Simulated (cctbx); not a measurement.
# Accept or mend?

Cell a = 3.6630 Å, b = 5.4100 Å, c = 12.2130 Å, α = 90.00°, β = 90.00°, γ = 90.00°; space group Immm (no. 71).

The data are simulated with cctbx, not measured: Ga Kα, λ = 1.3414 Å, to d = 0.83 Å, 95 % of the full sphere, strongest reflection 5000 counts, noise from counting, a 2 % proportional error and a noise floor of 2 counts (s.d.); no absorption.

An anisotropic refinement with weights 1/σ² prints:

```text
Rint 0.029, 153 unique reflections to 0.83 A
cycle     R1     wR2    GooF  max shift (A)
   1  0.1564  0.3160  14.464   0.00392
   2  0.1546  0.3102  14.199   0.00000
final R1 0.1546 wR2 0.3102 GooF 14.199  parameters 7  data/parameter 21.9
atom        x        y        z      Ueq    occ   su(xyz)  su(Uiso or U11)
Tl1    0.00000  0.00000  0.64397   0.0045  1.000  0.00033  0.0025
Pd1    0.00000  0.00000  0.00000   0.0035  1.000  0.00000  0.0051  NPD
difference map: max 54.30 min -3.47 rms 2.86
Q1    0.0000  0.5000  0.3624    4   54.99  2.49 A from Pd1
Q2    0.0000  0.0000  0.3616    4   18.02  0.07 A from Tl1
Q3    0.1166  0.0000  0.0000    4    5.38  0.43 A from Pd1
Q4    0.2274  0.0000  0.0809    8    3.35  1.29 A from Pd1
Q5    0.0984  0.5000  0.2702    8    2.29  2.13 A from Tl1
Q6    0.0000  0.3240  0.4188    8    2.23  1.91 A from Tl1
```

**Question.** Can this result stand? If not, what is the likely fault?

Mend it. The fault: an atom left out, S at (0, 1/2, 0.6379). Against the right model at the same level, R1 goes from 0.0075 to 0.1546 and GooF from 0.90 to 14.20, the top difference peak, 55.0 e/Å³, lies 2.49 Å from Pd1 and Pd1 goes non-positive-definite. Q1 is the missing atom. With scattering power missing, scale and phases suffer, so peaks may also grow on the heavy atoms.

The compound is Tl2PdS2. The right model at the same level gives:

```text
Rint 0.029, 153 unique reflections to 0.83 A
cycle     R1     wR2    GooF  max shift (A)
   1  0.0124  0.0325   1.507   0.00033
   2  0.0075  0.0193   0.898   0.00000
final R1 0.0075 wR2 0.0193 GooF 0.898  parameters 11  data/parameter 13.9
atom        x        y        z      Ueq    occ   su(xyz)  su(Uiso or U11)
Tl1    0.00000  0.00000  0.64366   0.0059  1.000  0.00002  0.0002
Pd1    0.00000  0.00000  0.00000   0.0067  1.000  0.00000  0.0003
S1     0.00000  0.50000  0.63810   0.0076  1.000  0.00013  0.0007
difference map: max 0.89 min -0.73 rms 0.17
Q1    0.0000  0.0000  0.1709    4    0.90  1.87 A from S1
Q2    0.0000  0.2118  0.1635    8    0.62  2.18 A from S1
Q3    0.0000  0.5000  0.1682    4    0.59  1.86 A from Tl1
Q4    0.0000  0.3447  0.2485    8    0.54  1.62 A from S1
Q5    0.2115  0.0000  0.5000    4    0.52  1.92 A from Tl1
Q6    0.0000  0.2413  0.3277    8    0.50  1.35 A from Tl1
```

Isotropic U is held between 0.0001 and 1 Å² by the program, and listed peak heights are interpolated, so they can pass the grid's maximum.

This is a model crystal, built by substitution and not relaxed, with assumed displacement parameters.

[Middle refinement cycles are left out of these outputs.]

[Logs are printed without paths, hosts, clocks, repeated set-up lines and the standing remarks that a program may print on its own settings, such as how far it seeks lower states.]
